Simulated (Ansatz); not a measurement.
In doubt: masses and optical values from hybrid runs of this build are listed as unsure, which bears on the screening that GW takes from such a start.

Rows from a G0W0 calculation on SrTiO3 (Tausonite) (Ansatz 0.2.0; G0W0 on HSE06, plane waves, PAW; 4×4×4 mesh, 135 empty bands, screening to 100 eV), in eV. Spin-orbit coupling is left out.

```csv
row,k,band,start,Σx,Σc at the solution,Vxc
A,Γ,c1,12.295,-12.002,-5.854,-18.665
B,"(-0.500, -0.500, -0.500)",v1,8.971,-26.140,4.438,-22.114
C,"(-0.500, -0.500, -0.500)",c1,15.231,-14.025,-7.069,-21.925
D,Γ,v1,8.594,-26.418,4.270,-22.553
```

Question: Give the quasiparticle energies and the shift of each level.

The quasiparticle equation reads E = start + Σx + Σc(E) − Vxc.

```csv
row,E (eV),shift (eV)
A,13.103,+0.808
B,9.383,+0.413
C,16.062,+0.831
D,8.999,+0.405
```

Limits: not at the basis limit; no spin-orbit coupling; coarse k mesh.

[Paths, hosts, dates, memory and timing lines, banners, echoed tables and standing remarks are left out of the program output.]

[Logs are printed without paths, hosts, clocks, repeated set-up lines and the standing remarks that a program may print on its own settings, such as how far it seeks lower states.]

[Runs of the session that timed out or met a known fault of the program may be left out.]

[Cells called generated may have been cut or substituted from an entry of the Crystallography Open Database or the Materials Project.]

[Hosts, paths, dates, database ids (printed as entryN), source tags and the programs' standing remarks are cut or masked in the printed files.]
